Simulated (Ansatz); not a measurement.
# SiC (Moissanite 3C, F-43m): converging a phonon calculation, part 3 of 3

How do the frequencies of SiC (Moissanite 3C, F-43m) move with q mesh, k mesh and cutoff?

Ansatz 0.2.0; DFT LDA, scalar-relativistic, plane waves, PAW; PAW set soft_1.

So far. Step 11 (Another k mesh, q mesh 2×2×2): The highest optical mode at the zone centre (no LO-TO term) is 797.8 cm⁻¹, +0.0 cm⁻¹ against the base run. Step 12 (Another k mesh, k-mesh 18×18×18, q mesh 2×2×2): The highest optical mode at the zone centre (no LO-TO term) is 797.8 cm⁻¹, +0.0 cm⁻¹ against the base run. The relaxed cell has a = 4.329 Å (conventional setting).

## Step 13: Side by side

Times are for 8 threads of Intel Xeon at 2.60GHz (Ice Lake), shared host. The runs compared:

| no. | k-mesh | lowest mode on the q mesh (acoustic modes at Γ apart) (cm⁻¹) | highest frequency on the path or at a solved wavevector (cm⁻¹) | time | memory (GiB) |
| --- | --- | --- | --- | --- | --- |
| 1 | 8×8×8 | 259.4 | 973.4 | 5.8 s | 0.51 |
| 2 | 12×12×12 | 259.5 | 973.3 | 10 s | 0.62 |
| 3 | 18×18×18 | 259.5 | 973.3 | 19 s | 0.94 |

The runs together. Table of phonon density of states by wavenumber; read off at these points; values in 1/cm⁻¹/cell:

| wavenumber (cm⁻¹) | 8×8×8 | 12×12×12 | 18×18×18 |
| --- | --- | --- | --- |
| 5 | 0 | 0 | 0 |
| 35 | 6.0e-5 | 6.0e-5 | 6.0e-5 |
| 55 | 1.6e-4 | 1.6e-4 | 1.6e-4 |
| 85 | 4.2e-4 | 4.2e-4 | 4.2e-4 |
| 105 | 6.6e-4 | 6.6e-4 | 6.6e-4 |
| 135 | 0.00114 | 0.00114 | 0.00114 |
| 165 | 0.00182 | 0.00182 | 0.00182 |
| 185 | 0.00244 | 0.00243 | 0.00243 |
| 215 | 0.0037 | 0.00369 | 0.00369 |
| 245 | 0.00588 | 0.00587 | 0.00587 |
| 265 | 0.00918 | 0.00919 | 0.00919 |
| 295 | 0.00974 | 0.00975 | 0.00975 |
| 315 | 0.0101 | 0.0101 | 0.0101 |
| 345 | 0.0106 | 0.0106 | 0.0106 |
| 355 | 0.0108 | 0.0108 | 0.0108 |
| 375 | 0.0079 | 0.0079 | 0.0079 |
| 395 | 0.00561 | 0.00561 | 0.00561 |
| 425 | 0.0057 | 0.00571 | 0.00571 |
| 455 | 0.00589 | 0.0059 | 0.0059 |
| 475 | 0.00432 | 0.00427 | 0.00427 |
| 505 | 0.00291 | 0.00291 | 0.00291 |
| 525 | 0.00414 | 0.00415 | 0.00416 |
| 555 | 0.0116 | 0.0116 | 0.0116 |
| 565 | 0.0118 | 0.0118 | 0.0118 |
| 585 | 0.00621 | 0.00618 | 0.00617 |
| 605 | 0.00329 | 0.00326 | 0.00326 |
| 635 | 1.3e-4 | 1.2e-4 | 1.2e-4 |
| 665 | 0 | 0 | 0 |
| 685 | 0 | 0 | 0 |
| 715 | 0 | 0 | 0 |
| 735 | 0 | 0 | 0 |
| 765 | 0.0243 | 0.0198 | 0.0195 |
| 775 | 0.0948 | 0.0972 | 0.0973 |
| 795 | 0.00835 | 0.00864 | 0.00867 |
| 815 | 0.0206 | 0.0206 | 0.0206 |
| 845 | 0.00822 | 0.00825 | 0.00825 |
| 875 | 0.00491 | 0.00492 | 0.00492 |
| 895 | 0.00396 | 0.00396 | 0.00396 |
| 925 | 0.00285 | 0.00285 | 0.00285 |
| 945 | 0.0021 | 0.0021 | 0.0021 |
| 975 | 1.2e-4 | 1.1e-4 | 1.2e-4 |

The runs together, line C_V. The C_V by temperature; values in J/mol-atom/K:

| temperature (K) | 8×8×8 | 12×12×12 = 18×18×18 |
| --- | --- | --- |
| 0 | 0 | 0 |
| 50 | 0.327 | 0.326 |
| 100 | 2.39 | 2.39 |
| 150 | 5.28 | 5.28 |
| 200 | 8.28 | 8.28 |
| 250 | 11.1 | 11.1 |
| 300 | 13.5 | 13.5 |
| 350 | 15.5 | 15.5 |
| 400 | 17.1 | 17.0 |
| 450 | 18.3 | 18.3 |
| 500 | 19.3 | 19.3 |
| 550 | 20.1 | 20.1 |
| 600 | 20.8 | 20.8 |
| 650 | 21.3 | 21.3 |
| 700 | 21.8 | 21.8 |
| 750 | 22.1 | 22.1 |
| 800 | 22.4 | 22.4 |
| 850 | 22.7 | 22.7 |
| 900 | 22.9 | 22.9 |
| 950 | 23.1 | 23.1 |
| 1000 | 23.3 | 23.3 |

## Step 14: Another cutoff, cutoff 170 eV, q mesh 2×2×2

The cutoff is set to 170 eV on a small fixed q mesh.

input.yaml reads:

```yaml
crystal:
  lattice:
    - [0.0, 2.164534131, 2.164534131]
    - [2.164534131, 0.0, 2.164534131]
    - [2.164534131, 2.164534131, 0.0]
  atoms:
    - { symbol: Si, position: [0.0, 0.0, 0.0] }
    - { symbol: C, position: [0.25, 0.25, 0.25] }
kpoints:
  mp_grid: { grid: [12, 12, 12] }
hamiltonian:
  xc: lda
  pseudopotentials: { kind: paw, azcp: { folder: soft_1 }, xc_functional: pbe }
scf:
  occupations: { method: fixed }
output:
  eigenvalues: true
phonons:
  method: dfpt
  qmesh: [2, 2, 2]
  temperatures: { t_max: 1000, t_step: 50 }
  qpath:
    path:
      - [[0.0, 0.0, 0.0], [-0.5, -0.5, 0.0], [-0.375, -0.375, 0.25]]
      - [[-0.375, 0.0, 0.375], [0.0, 0.0, 0.0], [0.0, 0.0, 0.5], [-0.5, -0.25, 0.25], [-0.5, -0.5, 0.0]]
    npoints: 10
basis:
  ecutwfc: 170
```

On the command line:

```sh
ansatz run input.yaml --threads 8 --pin off --max-ram 16384MiB --backend cpu --events-out ev --progress --plain --runs-dir out
```

Numbers of over 12 decimals in the logs are rounded to 6 here.

Output:

```text
Warning: basis.ecutwfc = 170 eV is below the records' recommended 420 eV, and the density's cutoff is lower with it unless basis.ecutrho_ratio is high enough to keep the records' density cutoff: compare with a run at a higher cutoff
[...]
Crystal: 2 atoms, lattice volume = 20.283 Å³
Basis set: ecut = 170 eV, 113 PW (Γ), exchange–correlation on 30×30×30 points (8 copies of the dense FFT grid, shifted against one another)
Bands: 8, of which v1, the nominal top of the filled ones, is band 4 counted from 1 (3 counted from 0)
Symmetry: 24 space group operations
k-points: 72 of 1728 (time reversal used)
[...]
SCF iter   1: F=—  HF=-849.928747 eV  |F-HF|=—  |Δ(HF+E_count)|=         —  Δρ=1.14e-1  dr2=2.64e0  ethr=3.10e-3  ⟨swp⟩=4.6  Hψ=3808  notcnv=0  defer=47
[...]
SCF iter   8: F=-849.046026 eV  HF=-849.046026 eV  |F-HF|=1.36e-12  |Δ(HF+E_count)|=  7.28e-11  Δρ=2.14e-7  dr2=4.19e-12  ethr=1.00e-12  ⟨swp⟩=6.0  Hψ=2793  notcnv=0
SCF 1 converged in 8 iterations: F = -849.046026 eV  dr2 = 4.19e-12
[...]
k-points: 280 of 1728 (irreducible under 4 space group operations, time reversal used)
[...]
SCF iter   3: F=-849.046026 eV  HF=-849.046026 eV  |F-HF|=5.68e-13  |Δ(HF+E_count)|=  1.36e-12  Δρ=8.48e-8  dr2=1.17e-12  ethr=1.00e-12  ⟨swp⟩=1.0  Hψ=5600  notcnv=0
SCF 2 converged in 3 iterations: F = -849.046026 eV  dr2 = 1.17e-12
[...]
SCF converged after 8 iterations
Free energy (F): -849.046026 eV
[...]
Internal energy: -849.046026 eV  (E = F + TS)
E sigma→0 (E₀):  -849.046026 eV
Fermi energy:    9.771791 eV
[...]
--- Band table (eV; the first three rows and the last of 72) ---
[...]
ASR residual: 1.206e-4 → 0.000e0 eV/Å²; symmetrization residual: 1.039e-7 eV/Å²
  ASR residual per site (eV/Å²): 1.46e-5 1.21e-4
  Γ frequencies (cm⁻¹): 0.00 0.00 0.00 751.74 751.74 751.74
  Unit cell's response to a homogeneous field, on a k mesh of 12×12×12: 1 representative field direction (Σ response iterations 7)
  ε∞ (high-frequency dielectric tensor):
        7.534606     0.000000     0.000000
       -0.000000     7.534606    -0.000000
        0.000000     0.000000     7.534606
  ε⁰ (static dielectric tensor): not given — the deck does not say what the cell's rigid motions are, and on a molecule in a box or a wire the rigid rotations would enter the sum over the modes at Γ. For a crystal or a slab, whose only rigid motions are the translations, set phonons.rigid_motions: translations.
  Born effective charges Z* (e; rows j = field, columns β = displacement):
    site 0:
         2.72422   -0.00000   -0.00000
         0.00000    2.72422   -0.00000
        -0.00000   -0.00000    2.72422
    site 1:
        -2.72422    0.00000    0.00000
        -0.00000   -2.72422    0.00000
         0.00000    0.00000   -2.72422
  Z* charge neutrality: 1.089e-6 e pre-enforcement
[...]
optical modes at Γ without the LO–TO term, one row a degenerate level:
      ω (cm⁻¹)  modes    IR ((D/Å)²/amu)
        751.74      3            61.0542
  optical modes at Γ + LO–TO along q̂ = [1.0000, 0.0000, 0.0000]:
      ω (cm⁻¹)  modes    IR ((D/Å)²/amu)
        751.74      2            40.7028
        921.49      1            20.3514
  optical modes at Γ + LO–TO along q̂ = [0.0000, 1.0000, 0.0000]:
      ω (cm⁻¹)  modes    IR ((D/Å)²/amu)
        751.74      2            40.7028
        921.49      1            20.3514
  optical modes at Γ + LO–TO along q̂ = [0.0000, 0.0000, 1.0000]:
      ω (cm⁻¹)  modes    IR ((D/Å)²/amu)
        751.74      2            40.7028
        921.49      1            20.3514
--- Phonons (arbitrary-q DFPT): 3 irreducible q on the 2×2×2 mesh ---
[...]
interpolated dispersion: 63 rows × 6 modes
[...]
```

The job ended after 7 s (8 threads of Intel Xeon at 2.60GHz (Ice Lake), shared host; peak memory 0.48 GiB).

The run finished; it serves as a test, and its numbers are not taken as the result.

## Step 15: Another cutoff, cutoff 230 eV, q mesh 2×2×2

The cutoff is set to 230 eV on a small fixed q mesh.

Edit input.yaml of step 14 so:

```diff
@@ -27,2 +27,2 @@
 basis:
-  ecutwfc: 170
+  ecutwfc: 230
```

Output:

```text
[...]
Crystal: 2 atoms, lattice volume = 20.283 Å³
Basis set: ecut = 230 eV, 169 PW (Γ), exchange–correlation on 32×32×32 points (8 copies of the dense FFT grid, shifted against one another)
Bands: 8, of which v1, the nominal top of the filled ones, is band 4 counted from 1 (3 counted from 0)
Symmetry: 24 space group operations
k-points: 72 of 1728 (time reversal used)
[...]
SCF iter   1: F=—  HF=-852.819170 eV  |F-HF|=—  |Δ(HF+E_count)|=         —  Δρ=1.31e-1  dr2=4.17e0  ethr=3.10e-3  ⟨swp⟩=4.6  Hψ=3951  notcnv=0  defer=41
[...]
SCF iter   9: F=-851.438216 eV  HF=-851.438216 eV  |F-HF|=4.55e-13  |Δ(HF+E_count)|=  5.12e-12  Δρ=2.18e-8  dr2=3.86e-14  ethr=1.00e-12  ⟨swp⟩=6.9  Hψ=3244  notcnv=0
SCF 1 converged in 9 iterations: F = -851.438216 eV  dr2 = 3.86e-14
[...]
k-points: 280 of 1728 (irreducible under 4 space group operations, time reversal used)
[...]
SCF iter   3: F=-851.438216 eV  HF=-851.438216 eV  |F-HF|=1.59e-12  |Δ(HF+E_count)|=  3.18e-12  Δρ=1.42e-7  dr2=2.85e-12  ethr=1.00e-12  ⟨swp⟩=1.0  Hψ=5600  notcnv=0
SCF 2 converged in 3 iterations: F = -851.438216 eV  dr2 = 2.85e-12
[...]
SCF converged after 9 iterations
Free energy (F): -851.438216 eV
[...]
Internal energy: -851.438216 eV  (E = F + TS)
E sigma→0 (E₀):  -851.438216 eV
Fermi energy:    9.522223 eV
[...]
--- Band table (eV; the first three rows and the last of 72) ---
[...]
ASR residual: 1.268e-5 → 0.000e0 eV/Å²; symmetrization residual: 4.525e-7 eV/Å²
  ASR residual per site (eV/Å²): 9.18e-7 1.27e-5
  Γ frequencies (cm⁻¹): 0.00 0.00 0.00 813.97 813.97 813.97
[...]
ε∞ (high-frequency dielectric tensor):
        7.021478     0.000000     0.000000
       -0.000000     7.021478     0.000000
        0.000000     0.000000     7.021478
[...]
Born effective charges Z* (e; rows j = field, columns β = displacement):
    site 0:
         2.71383   -0.00000    0.00000
         0.00000    2.71383   -0.00000
        -0.00000   -0.00000    2.71383
    site 1:
        -2.71383    0.00000   -0.00000
        -0.00000   -2.71383    0.00000
         0.00000    0.00000   -2.71383
  Z* charge neutrality: 9.721e-7 e pre-enforcement
[...]
optical modes at Γ without the LO–TO term, one row a degenerate level:
      ω (cm⁻¹)  modes    IR ((D/Å)²/amu)
        813.97      3            60.5896
  optical modes at Γ + LO–TO along q̂ = [1.0000, 0.0000, 0.0000]:
      ω (cm⁻¹)  modes    IR ((D/Å)²/amu)
        813.97      2            40.3930
        982.35      1            20.1965
  optical modes at Γ + LO–TO along q̂ = [0.0000, 1.0000, 0.0000]:
      ω (cm⁻¹)  modes    IR ((D/Å)²/amu)
        813.97      2            40.3930
        982.35      1            20.1965
  optical modes at Γ + LO–TO along q̂ = [0.0000, 0.0000, 1.0000]:
      ω (cm⁻¹)  modes    IR ((D/Å)²/amu)
        813.97      2            40.3930
        982.35      1            20.1965
--- Phonons (arbitrary-q DFPT): 3 irreducible q on the 2×2×2 mesh ---
[...]
interpolated dispersion: 63 rows × 6 modes
[...]
```

The job ended after 7.4 s (8 threads; peak memory 0.51 GiB; 39 s of CPU time).

The run finished; it serves as a test, and its numbers are not taken as the result.

## Step 16: Another cutoff, cutoff 290 eV, q mesh 2×2×2

The cutoff is set to 290 eV on a small fixed q mesh.

Edit input.yaml of step 15 so:

```diff
@@ -27,2 +27,2 @@
 basis:
-  ecutwfc: 230
+  ecutwfc: 290
```

Output:

```text
[...]
Crystal: 2 atoms, lattice volume = 20.283 Å³
Basis set: ecut = 290 eV, 259 PW (Γ), exchange–correlation on 36×36×36 points (8 copies of the dense FFT grid, shifted against one another)
Bands: 8, of which v1, the nominal top of the filled ones, is band 4 counted from 1 (3 counted from 0)
Symmetry: 24 space group operations
k-points: 72 of 1728 (time reversal used)
[...]
SCF iter   1: F=—  HF=-853.595795 eV  |F-HF|=—  |Δ(HF+E_count)|=         —  Δρ=1.39e-1  dr2=4.72e0  ethr=3.10e-3  ⟨swp⟩=4.6  Hψ=3981  notcnv=0  defer=69
[...]
SCF iter   8: F=-852.049013 eV  HF=-852.049013 eV  |F-HF|=6.82e-13  |Δ(HF+E_count)|=  1.34e-10  Δρ=1.48e-7  dr2=1.84e-12  ethr=1.00e-12  ⟨swp⟩=6.6  Hψ=4001  notcnv=0
SCF 1 converged in 8 iterations: F = -852.049013 eV  dr2 = 1.84e-12
[...]
k-points: 280 of 1728 (irreducible under 4 space group operations, time reversal used)
[...]
SCF iter   3: F=-852.049013 eV  HF=-852.049013 eV  |F-HF|=2.27e-13  |Δ(HF+E_count)|=  4.55e-13  Δρ=9.31e-8  dr2=1.14e-12  ethr=1.00e-12  ⟨swp⟩=1.0  Hψ=5600  notcnv=0
SCF 2 converged in 3 iterations: F = -852.049013 eV  dr2 = 1.14e-12
[...]
SCF converged after 8 iterations
Free energy (F): -852.049013 eV
[...]
Internal energy: -852.049013 eV  (E = F + TS)
E sigma→0 (E₀):  -852.049013 eV
Fermi energy:    9.494289 eV
[...]
--- Band table (eV; the first three rows and the last of 72) ---
[...]
ASR residual: 8.403e-5 → 0.000e0 eV/Å²; symmetrization residual: 1.527e-7 eV/Å²
  ASR residual per site (eV/Å²): 1.54e-5 8.40e-5
  Γ frequencies (cm⁻¹): 0.00 0.00 0.00 807.20 807.20 807.20
[...]
ε∞ (high-frequency dielectric tensor):
        6.929347     0.000000     0.000000
       -0.000000     6.929347     0.000000
       -0.000000    -0.000000     6.929347
[...]
Born effective charges Z* (e; rows j = field, columns β = displacement):
    site 0:
         2.72033   -0.00000    0.00000
         0.00000    2.72033   -0.00000
         0.00000   -0.00000    2.72033
    site 1:
        -2.72033    0.00000   -0.00000
        -0.00000   -2.72033    0.00000
        -0.00000    0.00000   -2.72033
  Z* charge neutrality: 1.137e-6 e pre-enforcement
[...]
optical modes at Γ without the LO–TO term, one row a degenerate level:
      ω (cm⁻¹)  modes    IR ((D/Å)²/amu)
        807.20      3            60.8800
  optical modes at Γ + LO–TO along q̂ = [1.0000, 0.0000, 0.0000]:
      ω (cm⁻¹)  modes    IR ((D/Å)²/amu)
        807.20      2            40.5867
        979.56      1            20.2933
  optical modes at Γ + LO–TO along q̂ = [0.0000, 1.0000, 0.0000]:
      ω (cm⁻¹)  modes    IR ((D/Å)²/amu)
        807.20      2            40.5867
        979.56      1            20.2933
  optical modes at Γ + LO–TO along q̂ = [0.0000, 0.0000, 1.0000]:
      ω (cm⁻¹)  modes    IR ((D/Å)²/amu)
        807.20      2            40.5867
        979.56      1            20.2933
--- Phonons (arbitrary-q DFPT): 3 irreducible q on the 2×2×2 mesh ---
[...]
interpolated dispersion: 63 rows × 6 modes
[...]
```

Run time: 5.1 s. Hardware: 8 threads; peak memory 0.49 GiB.

The run finished; it serves as a test, and its numbers are not taken as the result.

## Step 17: Another cutoff, cutoff 360 eV, q mesh 2×2×2

The cutoff is set to 360 eV on a small fixed q mesh.

Edit input.yaml of step 16 so:

```diff
@@ -27,2 +27,2 @@
 basis:
-  ecutwfc: 290
+  ecutwfc: 360
```

Output:

```text
[...]
Crystal: 2 atoms, lattice volume = 20.283 Å³
Basis set: ecut = 360 eV, 331 PW (Γ), exchange–correlation on 40×40×40 points (8 copies of the dense FFT grid, shifted against one another)
Bands: 8, of which v1, the nominal top of the filled ones, is band 4 counted from 1 (3 counted from 0)
Symmetry: 24 space group operations
k-points: 72 of 1728 (time reversal used)
[...]
optical modes at Γ + LO–TO along q̂ = [0.0000, 1.0000, 0.0000]:
      ω (cm⁻¹)  modes    IR ((D/Å)²/amu)
        798.10      2            40.9272
        973.72      1            20.4636
  optical modes at Γ + LO–TO along q̂ = [0.0000, 0.0000, 1.0000]:
      ω (cm⁻¹)  modes    IR ((D/Å)²/amu)
        798.10      2            40.9272
        973.72      1            20.4636
--- Phonons (arbitrary-q DFPT): 3 irreducible q on the 2×2×2 mesh ---
[...]
interpolated dispersion: 63 rows × 6 modes
[...]
[key lines of the parts left out:]
SCF converged after 8 iterations
Free energy (F): -852.188385 eV
Fermi energy:    9.497244 eV
```

Elapsed: 6.1 s, on 8 threads; peak memory 0.5 GiB; 35 s of CPU time.

The highest optical mode at the zone centre (no LO-TO term) is 798.1 cm⁻¹, +0.3 cm⁻¹ against the base run.

## Step 18: Another cutoff, cutoff 550 eV, q mesh 2×2×2

The cutoff is set to 550 eV on a small fixed q mesh.

Edit input.yaml of step 17 so:

```diff
@@ -27,2 +27,2 @@
 basis:
-  ecutwfc: 360
+  ecutwfc: 550
```

Output:

```text
[...]
Crystal: 2 atoms, lattice volume = 20.283 Å³
Basis set: ecut = 550 eV, 609 PW (Γ), exchange–correlation on 48×48×48 points (8 copies of the dense FFT grid, shifted against one another)
Bands: 8, of which v1, the nominal top of the filled ones, is band 4 counted from 1 (3 counted from 0)
Symmetry: 24 space group operations
k-points: 72 of 1728 (time reversal used)
[...]
optical modes at Γ + LO–TO along q̂ = [0.0000, 1.0000, 0.0000]:
      ω (cm⁻¹)  modes    IR ((D/Å)²/amu)
        797.66      2            40.9267
        973.37      1            20.4634
  optical modes at Γ + LO–TO along q̂ = [0.0000, 0.0000, 1.0000]:
      ω (cm⁻¹)  modes    IR ((D/Å)²/amu)
        797.66      2            40.9267
        973.37      1            20.4634
--- Phonons (arbitrary-q DFPT): 3 irreducible q on the 2×2×2 mesh ---
[...]
interpolated dispersion: 63 rows × 6 modes
[...]
[key lines of the parts left out:]
SCF converged after 8 iterations
Free energy (F): -852.207996 eV
Fermi energy:    9.498316 eV
```

It took 9.1 s on 8 threads; peak memory 0.6 GiB.

The highest optical mode at the zone centre (no LO-TO term) is 797.7 cm⁻¹, -0.1 cm⁻¹ against the base run.

## Step 19: Summary of results

| Quantity | Value |
| --- | --- |
| mean frequency, q mesh 2×2×2 | 594 cm⁻¹ |
| mean frequency, q mesh 3×3×3 | 597 cm⁻¹ |
| mean frequency, q mesh 6×6×6 | 598 cm⁻¹ |
| highest optical mode at the zone centre (no LO-TO term), k-mesh 4×4×4 | 800 cm⁻¹ |
| highest optical mode at the zone centre (no LO-TO term), k-mesh 6×6×6 | 798 cm⁻¹ |
| highest optical mode at the zone centre (no LO-TO term), k-mesh 8×8×8 | 798 cm⁻¹ |
| highest optical mode at the zone centre (no LO-TO term), k-mesh 12×12×12 | 798 cm⁻¹ |
| highest optical mode at the zone centre (no LO-TO term), k-mesh 18×18×18 | 798 cm⁻¹ |
| highest optical mode at the zone centre (no LO-TO term), cutoff 170 eV | 752 cm⁻¹ |
| highest optical mode at the zone centre (no LO-TO term), cutoff 230 eV | 814 cm⁻¹ |
| highest optical mode at the zone centre (no LO-TO term), cutoff 290 eV | 807 cm⁻¹ |
| highest optical mode at the zone centre (no LO-TO term), cutoff 360 eV | 798 cm⁻¹ |
| highest optical mode at the zone centre (no LO-TO term), cutoff 550 eV | 798 cm⁻¹ |

Over the whole q mesh series, coarse runs included, the mean frequency runs from 593.9 to 598.1 cm⁻¹; from 2×2×2 on it stays within 4.2 cm⁻¹ of the finest run (6×6×6), against a tolerance of 6.0. Over the whole k mesh series, coarse runs included, the lowest mode on the q mesh (acoustic modes at Γ apart) runs from 257.9 to 259.5 cm⁻¹; from 6×6×6 on all solved modes stay within 2.6 cm⁻¹ of the finest run (18×18×18), against a tolerance of 8.4. Over the whole cutoff series, coarse runs included, the lowest mode on the q mesh (acoustic modes at Γ apart) runs from 237.7 to 259.6 cm⁻¹; from 360 eV on all solved modes stay within 1.4 cm⁻¹ of the finest run (550 eV), against a tolerance of 8.4. All runs share the cell relaxed at the base settings, which is not exactly at rest under another k mesh or cutoff. The program warns that the interpolation holds no quadrupole term, so branches close to Γ can be off in this crystal. The PAW files were made for PBE and serve the other functionals too. These are harmonic frequencies at zero temperature: anharmonic shifts, linewidths and thermal expansion are left out.

[Logs are printed without paths, hosts, clocks, repeated set-up lines and the standing remarks that a program may print on its own settings, such as how far it seeks lower states.]

[Hosts, paths, dates, database ids (printed as entryN), source tags and the programs' standing remarks are cut or masked in the printed files.]
